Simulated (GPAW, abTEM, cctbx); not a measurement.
# CaFe2Sb2: the scripts behind a bonding study

Short scripts, each with its output. The start was made by putting kin elements into a known structure type; the compound need not exist, or be stable, in this form.

**1. Relax the structure**

```text
cell
1.0
     0.000000000   -3.984000000    0.000000000
     3.984000000    0.000000000    0.000000000
    -1.992000000    1.992000000    5.861000000
Sb Fe Ca
2 2 1
Direct
0.343000000 0.343000000 0.686000000
0.657000000 0.657000000 0.314000000
0.250000000 0.750000000 0.500000000
0.750000000 0.250000000 0.500000000
0.000000000 0.000000000 0.000000000
```

```python
from ase.constraints import FixSymmetry
from ase.filters import FrechetCellFilter
from ase.io import read, write
from ase.optimize import BFGS
from ase.parallel import parprint
from gpaw import GPAW, PW, FermiDirac

atoms = read("start.vasp")
atoms.set_initial_magnetic_moments([0, 0, 3, 3, 0])
atoms.set_constraint(FixSymmetry(atoms))
atoms.calc = GPAW(mode=PW(570), xc="PBE", kpts={"size": (5, 5, 5), "gamma": True},
                 occupations=FermiDirac(0.1), maxiter=120, symmetry={"tolerance": 1e-5}, txt="relax.txt")
BFGS(FrechetCellFilter(atoms), maxstep=0.15).run(fmax=0.03, steps=40)
parprint("cell  %.4f %.4f %.4f  %.2f %.2f %.2f" % tuple(atoms.cell.cellpar()))
parprint("volume %.3f A^3, largest force %.3f eV/A, largest stress %.2f GPa" % (atoms.get_volume(), abs(atoms.get_forces()).max(), 160.218 * abs(atoms.get_stress()).max()))
atoms.set_constraint()
write("relaxed.vasp", atoms, direct=True)
```

```console
$ OMP_NUM_THREADS=1 mpirun -n 4 gpaw python run.py > gpaw.log
```

```text
gpts.py:43: UserWarning: Initial realspace grid (24,24,36) inconsistent with symmetries.
gpts.py:43: UserWarning: Initial realspace grid (24,24,36) inconsistent with symmetries.
gpts.py:43: UserWarning: Initial realspace grid (24,24,36) inconsistent with symmetries.
gpts.py:43: UserWarning: Initial realspace grid (24,24,36) inconsistent with symmetries.
gpts.py:70: UserWarning: Using symmetrized grid: (36,36,36).
gpts.py:70: UserWarning: Using symmetrized grid: (36,36,36).
gpts.py:70: UserWarning: Using symmetrized grid: (36,36,36).
gpts.py:70: UserWarning: Using symmetrized grid: (36,36,36).
            Step        Energy          fmax
BFGS:    0      -27.533635        5.782775
gpts.py:43: UserWarning: Initial realspace grid (24,24,40) inconsistent with symmetries.
gpts.py:43: UserWarning: Initial realspace grid (24,24,40) inconsistent with symmetries.
gpts.py:43: UserWarning: Initial realspace grid (24,24,40) inconsistent with symmetries.
gpts.py:43: UserWarning: Initial realspace grid (24,24,40) inconsistent with symmetries.
gpts.py:70: UserWarning: Using symmetrized grid: (40,40,40).
gpts.py:70: UserWarning: Using symmetrized grid: (40,40,40).
gpts.py:70: UserWarning: Using symmetrized grid: (40,40,40).
gpts.py:70: UserWarning: Using symmetrized grid: (40,40,40).
BFGS:    1      -28.682449        3.690489
BFGS:    2      -29.598034        0.676045
BFGS:    3      -29.647398        0.296446
BFGS:    4      -29.652774        0.292666
BFGS:    5      -29.658892        0.345980
BFGS:    6      -29.675120        0.437608
BFGS:    7      -29.697279        0.488566
BFGS:    8      -29.717599        0.438356
BFGS:    9      -29.731067        0.324555
BFGS:   10      -29.736311        0.235643
BFGS:   11      -29.739674        0.236108
BFGS:   12      -29.746971        0.239888
gpts.py:43: UserWarning: Initial realspace grid (24,24,35) inconsistent with symmetries.
gpts.py:43: UserWarning: Initial realspace grid (24,24,35) inconsistent with symmetries.
gpts.py:43: UserWarning: Initial realspace grid (24,24,35) inconsistent with symmetries.
gpts.py:43: UserWarning: Initial realspace grid (24,24,35) inconsistent with symmetries.
gpts.py:70: UserWarning: Using symmetrized grid: (35,35,35).
gpts.py:70: UserWarning: Using symmetrized grid: (35,35,35).
gpts.py:70: UserWarning: Using symmetrized grid: (35,35,35).
gpts.py:70: UserWarning: Using symmetrized grid: (35,35,35).
BFGS:   13      -29.751136        0.126499
BFGS:   14      -29.752322        0.025355
cell  4.2617 4.2617 6.3309  109.67 109.67 90.00
volume 101.120 A^3, largest force 0.027 eV/A, largest stress 0.18 GPa
```

Time: 22 min on 4 cores of Arm Neoverse N1 (shared host), peak memory 1.6 GiB.

**2. Build the all-electron density and subtract free atoms**

```text
cell
1.0
     0.000000000   -4.261687820    0.000000000
     4.261687820    0.000000000    0.000000000
    -2.130843910    2.130843910    5.567672260
Sb Fe Ca
2 2 1
Direct
0.364294600 0.364294600 0.728589200
0.635705400 0.635705400 0.271410800
0.250000000 0.750000000 0.500000000
0.750000000 0.250000000 0.500000000
0.000000000 0.000000000 0.000000000
```

```python
import numpy as np
from ase.io import read
from ase.units import Bohr
from gpaw import GPAW, PW, FermiDirac
from gpaw.calculator import GPAW as OldGPAW
from gpaw.mpi import serial_comm, world
from scipy.special import erfc
from scipy.spatial import cKDTree

atoms = read("cell.vasp")
atoms.set_initial_magnetic_moments([0, 0, 3, 3, 0])
atoms.calc = GPAW(mode=PW(450), xc="PBE", kpts={"size": (6, 6, 6), "gamma": True},
                 occupations=FermiDirac(0.1), maxiter=120, symmetry={"tolerance": 1e-5}, txt="scf.txt")
atoms.get_potential_energy()
rho = atoms.calc.get_all_electron_density(gridrefinement=2)
moments = atoms.get_magnetic_moments() if atoms.calc.get_number_of_spins() == 2 else np.zeros(len(atoms))
total = atoms.get_magnetic_moment() if moments.any() else 0.0
if world.rank == 0:
    free = OldGPAW(mode=PW(450), xc="PBE", txt=None, communicator=serial_comm)
    neutral = atoms.copy()
    neutral.set_initial_magnetic_moments(None)
    free.initialize(neutral)
    free.set_positions(neutral)
    drho = rho - free.get_all_electron_density(gridrefinement=2)
    # GPAW starts from confined atoms: exchange their smooth part for that of the datasets' free atoms
    h = np.stack(np.meshgrid(*[np.fft.fftfreq(n, 1 / n) for n in drho.shape], indexing="ij"), -1)
    gabs = np.linalg.norm(h @ atoms.cell.reciprocal(), axis=-1)
    tails = np.fft.fftn(free.get_pseudo_density(gridrefinement=2))
    g, form, v0 = np.linspace(0, gabs.max(), 1500), {}, 0
    for e in set(atoms.symbols):
        idx = atoms.symbols.search(e)
        d = free.setups[idx[0]].data
        r, w = d.rgd.r_g * Bohr, d.rgd.r_g**2 * d.rgd.dr_g
        j0 = np.sinc(2 * g[:, None] * r)
        smooth = sum(f * p**2 for f, p in zip(d.f_j, d.phit_jg)) + np.sqrt(4 * np.pi) * d.nct_g
        full = sum(f * p**2 for f, p in zip(d.f_j, d.phi_jg)) + np.sqrt(4 * np.pi) * d.nc_g
        phase = sum(np.exp(-2j * np.pi * h @ s) for s in atoms.get_scaled_positions()[idx])
        tails -= np.interp(gabs, g, j0 @ (smooth * w)) * phase * drho.size / atoms.get_volume()
        form[e] = j0 @ (full * w)
        v0 += 2 * np.pi / 3 * 14.3996 * (full * w * r**2).sum() * len(idx)  # V A^3
    tails *= 0.5 * erfc((gabs - 1.8) / 0.25)  # the tails differ at long wavelengths alone
    drho += np.fft.ifftn(tails).real  # crystal minus superposed spherical free atoms
    np.save("drho.npy", drho)
    dv = atoms.get_volume() / drho.size
    print("grid", drho.shape, " electrons %.3f" % (rho.sum() * dv), " moved by bonding %.3f e" % (abs(drho).sum() * dv / 2))
    pts = np.indices(drho.shape).reshape(3, -1).T / drho.shape @ atoms.cell
    shifts = (np.indices((3, 3, 3)).reshape(3, -1).T - 1) @ atoms.cell
    images = (atoms.positions[None] + shifts[:, None]).reshape(-1, 3)
    dist, idx = cKDTree(images).query(pts, k=4)
    out = drho.ravel()[dist[:, 0] > 0.5]
    print("deformation density beyond 0.5 A of the nuclei: max %.3f, min %.3f e/A^3" % (out.max(), out.min()))
    tie = dist < dist[:, :1] + 1e-4
    q = -np.bincount((idx % len(atoms))[tie], (drho.ravel()[:, None] / tie.sum(1, keepdims=True) * tie)[tie], len(atoms)) * dv
    print("atom        x       y       z   Voronoi charge  moment")
    for a, s, c, m in zip(atoms, atoms.get_scaled_positions(), q, moments):
        print("%-2s%-3d %7.4f %7.4f %7.4f %10.3f %10.2f" % (a.symbol, a.index + 1, *s, c, m))
    np.savez("free.npz", g=g, **form)
    print("mean inner potential of superposed free atoms %.3f V" % (v0 / atoms.get_volume()))
    print("total magnetic moment %.3f muB" % total)
```

```console
$ OMP_NUM_THREADS=1 mpirun -n 4 gpaw python run.py > gpaw.log
```

```text
gpts.py:43: UserWarning: Initial realspace grid (21,21,32) inconsistent with symmetries.
gpts.py:43: UserWarning: Initial realspace grid (21,21,32) inconsistent with symmetries.
gpts.py:43: UserWarning: Initial realspace grid (21,21,32) inconsistent with symmetries.
gpts.py:43: UserWarning: Initial realspace grid (21,21,32) inconsistent with symmetries.
gpts.py:70: UserWarning: Using symmetrized grid: (32,32,32).
gpts.py:70: UserWarning: Using symmetrized grid: (32,32,32).
gpts.py:70: UserWarning: Using symmetrized grid: (32,32,32).
gpts.py:70: UserWarning: Using symmetrized grid: (32,32,32).
grid (64, 64, 64)  electrons 174.000  moved by bonding 0.921 e
deformation density beyond 0.5 A of the nuclei: max 0.362, min -0.089 e/A^3
atom        x       y       z   Voronoi charge  moment
Sb1    0.3643  0.3643  0.7286      0.066      -0.05
Sb2    0.6357  0.6357  0.2714      0.066      -0.05
Fe3    0.2500  0.7500  0.5000     -0.189       1.63
Fe4    0.7500  0.2500  0.5000     -0.189       1.63
Ca5    0.0000  0.0000  0.0000      0.247      -0.00
mean inner potential of superposed free atoms 21.280 V
total magnetic moment 3.216 muB
```

Time: 99 s.

**3. Fourier-transform the difference**

```python
from cctbx import adptbx, crystal, miller, xray
from cctbx.eltbx import tiny_pse
import numpy as np

cs = crystal.symmetry(unit_cell=(4.2617, 4.2617, 11.1353, 90, 90, 90), space_group_symbol='Hall: -I 4 2')  # I4/mmm
atoms = [  # label, site, U (iso, or U11 U22 U33 U12 U13 U23 in A^2), occupancy
    ("Sb1", (0, 0, 0.36429), 0.0000, 1),
    ("Fe1", (0.5, 0, 0.25), 0.0000, 1),
    ("Ca1", (0, 0, 0), 0.0000, 1),
]
xs = xray.structure(crystal_symmetry=cs)
for label, site, u, occ in atoms:
    u = adptbx.u_cif_as_u_star(cs.unit_cell(), u) if isinstance(u, tuple) else u
    xs.add_scatterer(xray.scatterer(label, site=site, u=u, occupancy=occ))
xs.scattering_type_registry(table="wk1995")
drho = np.load("drho.npy")
T = np.array([[0, 1, 0], [-1, 0, 0], [1, 1, 2]])  # conventional axes in terms of the primitive ones
dF = np.fft.ifftn(drho) * 202.23994  # electrons a conventional cell, indexed by primitive hkl
ms = miller.build_set(cs, anomalous_flag=False, d_min=0.9).sort("resolution")
iam = ms.structure_factors_from_scatterers(xs, algorithm="direct").f_calc()
p1 = xs.expand_to_p1()
z = np.array([tiny_pse.table(sc.scattering_type).atomic_number() for sc in p1.scatterers()])
x = np.array(p1.sites_frac())
free = np.load("free.npz")
print("static structure factors of the conventional cell: F in electrons, V (Mott-Bethe) in volts")
print("   h  k  l      d  |F| table  |F| free   |F| DFT   change   |V| free  |V| DFT  change %")
for h, d, table in list(zip(ms.indices(), ms.d_spacings().data(), iam.data()))[:16]:
    df = dF[tuple(np.rint(np.linalg.solve(T, h)).astype(int))]
    phase = np.exp(2j * np.pi * x @ h)
    f = sum(np.interp(1 / d, free["g"], free[sc.scattering_type]) * p for sc, p in zip(p1.scatterers(), phase))
    fz = (z * phase).sum()
    c = 14.3996 * d * d / (np.pi * cs.unit_cell().volume())
    v0, v1 = abs(fz - f) * c, abs(fz - f - df) * c
    print("%4d%3d%3d %7.4f %9.3f %9.3f %9.3f %8.3f %9.3f %8.3f %8s" % (h + (d, abs(table), abs(f), abs(f + df), abs(f + df) - abs(f), v0, v1, "%.1f" % (100 * (v1 / v0 - 1)) if v0 > 0.02 else "-")))
```

```console
$ python run.py
```

```text
static structure factors of the conventional cell: F in electrons, V (Mott-Bethe) in volts
   h  k  l      d  |F| table  |F| free   |F| DFT   change   |V| free  |V| DFT  change %
   0  0  2  5.5677    86.505    86.515    87.442    0.927     3.413    2.762    -19.1
   1  0  1  3.9802    87.132    87.099    87.052   -0.047     2.558    2.575      0.7
   1  1  0  3.0135   117.713   117.954   117.264   -0.691     4.537    4.679      3.1
   1  0  3  2.7990   170.842   170.903   170.981    0.079     6.985    6.971     -0.2
   0  0  4  2.7838    49.913    50.196    49.757   -0.439     0.432    0.509     17.9
   1  1  2  2.6502    88.658    88.375    89.007    0.632     4.497    4.397     -2.2
   2  0  0  2.1309   258.012   257.607   257.400   -0.207     9.302    9.323      0.2
   1  1  4  2.0448   196.017   195.592   195.307   -0.285     6.166    6.193      0.4
   2  0  2  1.9901    67.825    67.395    67.179   -0.216     2.152    2.172      0.9
   1  0  5  1.9738    91.572    91.576    91.408   -0.168     3.263    3.278      0.5
   2  1  1  1.8786    72.875    72.855    72.573   -0.281     1.709    1.732      1.3
   0  0  6  1.8559    12.260    12.665    12.651   -0.014     0.272    0.273      0.4
   2  1  3  1.6954   142.905   142.882   142.617   -0.265     4.388    4.406      0.4
   2  0  4  1.6921    46.462    46.746    46.602   -0.144     0.383    0.393      2.4
   1  1  6  1.5802   142.016   141.723   141.887    0.165     4.665    4.656     -0.2
   2  2  0  1.5067   220.559   220.263   220.234   -0.028     6.572    6.574      0.0
```

Time: 0.49 s on 1 core of Arm Neoverse N1 (shared host), peak memory 0.08 GiB.

**4. Image through focus**

```python
import abtem
import numpy as np
from ase.build import make_supercell
from ase.io import read

abtem.config.set({"dask.lazy": False, "fft": "fftw", "diagnostics.progress_bar": False})
M = [[-1, 0, 0], [1, 1, 2], [0, 1, 0]]  # rows: x, y and beam direction in the primitive cell's axes
unit = make_supercell(read("cell.vasp"), M)
unit.set_cell(list(unit.cell.lengths()) + [90, 90, 90], scale_atoms=True)
unit.positions[:, 2] += 0.5327  # keeps atomic planes off the slice boundaries
unit.wrap()
slab = unit * (2, 2, 9)
print(slab.get_chemical_formula(), "| box %.2f x %.2f x %.2f A" % tuple(slab.cell.lengths()))

# change of the potential by bonding, from the DFT deformation density (Poisson's equation term by term)
drho = np.load("drho.npy")
prim = read("cell.vasp")
h = np.stack(np.meshgrid(*[np.fft.fftfreq(n, 1 / n) for n in drho.shape], indexing="ij"), -1).reshape(-1, 3).astype(int)
g2 = ((h @ prim.cell.reciprocal()) ** 2).sum(1)
keep = (g2 > 0) & (g2 < 2.5**2)
shape = (54, 140, 28)
vg = np.zeros(shape, complex)
hm = h[keep] @ np.array(M).T
move = np.exp(-2j * np.pi * hm[:, 2] * (0.5327 / unit.cell[2, 2] - 0.5 / shape[2]))  # the same shift, sampled at mid-points
vg[tuple(hm.T % np.array(shape)[:, None])] = -14.3996 / np.pi * (np.fft.fftn(drho).ravel() / drho.size)[keep] / g2[keep] * move
dV = np.fft.ifftn(vg).real * vg.size
dV = dV.reshape(54, 140, 4, 7).mean(3) * unit.cell[2, 2] / 4  # V A, projected in each slice
dV = np.tile(dV.transpose(2, 0, 1), (9, 2, 2))


def build(atoms):
    p = abtem.Potential(atoms, gpts=(108, 280), slice_thickness=[slab.cell[2, 2] / 36] * 36,
                        parametrization="lobato", projection="infinite", exit_planes=12).build()
    p.array[:] += BONDING * dV
    return p


sigmas = {'Sb': 0.077, 'Fe': 0.087, 'Ca': 0.091}  # r.m.s. displacement along each axis, A
u = np.array([sigmas[s] for s in slab.symbols])[:, None]
rng = np.random.default_rng(208)


def potentials():
    for _ in range(2):  # frozen phonons, one configuration at a time
        atoms = slab.copy()
        atoms.positions += u * rng.standard_normal((len(atoms), 3))
        atoms.wrap()
        yield build(atoms)


for label, BONDING in (("IAM", 0.0), ("DFT", 1.0)):
    print("=====", label)
    rng = np.random.default_rng(208)  # the same displacements for both
    potential = build(slab)
    print("grid", potential.gpts, "slices", potential.num_slices)
    thickness = potential.exit_thicknesses
    columns = [  # name, x, y (A)
        ("Sb", 0.000, 4.057),
        ("Fe", 0.000, 2.784),
        ("Ca", 0.000, 0.000),
        ("void", 0.533, 5.568),
    ]
    waves = [abtem.PlaneWave(energy=200000).multislice(p) for p in potentials()]
    stack = []
    for defocus in [-160.0, -120.0, -80.0, -40.0, 40.0]:
        ctf = abtem.CTF(energy=200000, Cs=-150000, defocus=defocus, focal_spread=40, semiangle_cutoff=35)
        ims = [w.apply_ctf(ctf).intensity() for w in waves]
        im = sum(ims[1:], ims[0]) / len(ims)
        a = im.array.reshape(len(thickness), 2, -1, 2, im.array.shape[-1] // 2).mean(axis=(1, 3))
        a = a / im.array[0].mean()
        stack.append(a)
        print("defocus %.0f A: intensity at the columns, vacuum = 1" % defocus)
        print("  t (A)     min     max" + "".join("%10s" % c[0][:9] for c in columns))
        for t, b in list(zip(thickness, a))[1:]:
            at = [b[round(x / im.sampling[0]) % b.shape[0], round(y / im.sampling[1]) % b.shape[1]] for _, x, y in columns]
            print("%7.1f %7.3f %7.3f" % (t, b.min(), b.max()) + "".join("%10.3f" % v for v in at))
    print("Scherzer defocus %.0f A, point resolution %.2f A" % (ctf.scherzer_defocus, ctf.point_resolution))
    np.save(label + "_hrtem.npy", np.array(stack))
```

```console
$ python run.py
```

```text
Ca72Fe144Sb144 | box 8.52 x 22.27 x 38.36 A
===== IAM
grid (108, 280) slices 36
defocus -160 A: intensity at the columns, vacuum = 1
  t (A)     min     max        Sb        Fe        Ca      void
   12.8   0.486   1.624     1.496     1.182     1.591     0.501
   25.6   0.129   2.108     1.736     1.193     2.035     0.200
   38.4   0.002   2.227     1.656     1.129     2.140     0.175
defocus -120 A: intensity at the columns, vacuum = 1
  t (A)     min     max        Sb        Fe        Ca      void
   12.8   0.513   1.717     1.462     1.130     1.390     0.606
   25.6   0.174   2.162     1.647     1.207     1.681     0.558
   38.4   0.026   2.112     1.444     1.368     1.854     0.695
defocus -80 A: intensity at the columns, vacuum = 1
  t (A)     min     max        Sb        Fe        Ca      void
   12.8   0.605   1.968     1.960     1.511     1.652     0.887
   25.6   0.282   2.390     2.349     2.029     2.310     0.931
   38.4   0.110   2.920     1.850     2.543     2.895     1.005
defocus -40 A: intensity at the columns, vacuum = 1
  t (A)     min     max        Sb        Fe        Ca      void
   12.8   0.788   1.416     1.386     1.261     1.416     0.957
   25.6   0.558   1.941     1.325     1.600     1.941     0.927
   38.4   0.195   2.510     0.802     1.996     2.510     0.900
defocus 40 A: intensity at the columns, vacuum = 1
  t (A)     min     max        Sb        Fe        Ca      void
   12.8   0.405   1.355     0.408     0.664     0.681     1.287
   25.6   0.096   1.683     0.137     0.296     0.360     1.666
   38.4   0.016   1.923     0.292     0.087     0.143     1.882
Scherzer defocus -75 A, point resolution 0.79 A
===== DFT
grid (108, 280) slices 36
defocus -160 A: intensity at the columns, vacuum = 1
  t (A)     min     max        Sb        Fe        Ca      void
   12.8   0.494   1.633     1.499     1.166     1.600     0.509
   25.6   0.132   2.139     1.747     1.155     2.066     0.208
   38.4   0.002   2.287     1.677     1.072     2.200     0.177
defocus -120 A: intensity at the columns, vacuum = 1
  t (A)     min     max        Sb        Fe        Ca      void
   12.8   0.513   1.709     1.467     1.120     1.396     0.608
   25.6   0.173   2.137     1.661     1.187     1.697     0.554
   38.4   0.025   2.078     1.469     1.344     1.885     0.688
defocus -80 A: intensity at the columns, vacuum = 1
  t (A)     min     max        Sb        Fe        Ca      void
   12.8   0.600   1.972     1.964     1.504     1.655     0.888
   25.6   0.277   2.402     2.359     2.018     2.319     0.933
   38.4   0.107   2.938     1.868     2.531     2.912     1.010
defocus -40 A: intensity at the columns, vacuum = 1
  t (A)     min     max        Sb        Fe        Ca      void
   12.8   0.785   1.417     1.388     1.258     1.417     0.959
   25.6   0.553   1.945     1.329     1.594     1.945     0.931
   38.4   0.190   2.517     0.809     1.991     2.517     0.906
defocus 40 A: intensity at the columns, vacuum = 1
  t (A)     min     max        Sb        Fe        Ca      void
   12.8   0.404   1.357     0.408     0.665     0.681     1.283
   25.6   0.098   1.673     0.138     0.296     0.361     1.657
   38.4   0.017   1.913     0.297     0.088     0.143     1.875
Scherzer defocus -75 A, point resolution 0.79 A
```

Time: 7.8 s.

[Outputs are excerpts: Python notices, other lines and further rows are left out; steps that failed or that the build refused (PBEsol, TPSS) are not shown.]

[Logs are printed without paths, hosts, clocks, repeated set-up lines and the standing remarks that a program may print on its own settings, such as how far it seeks lower states.]
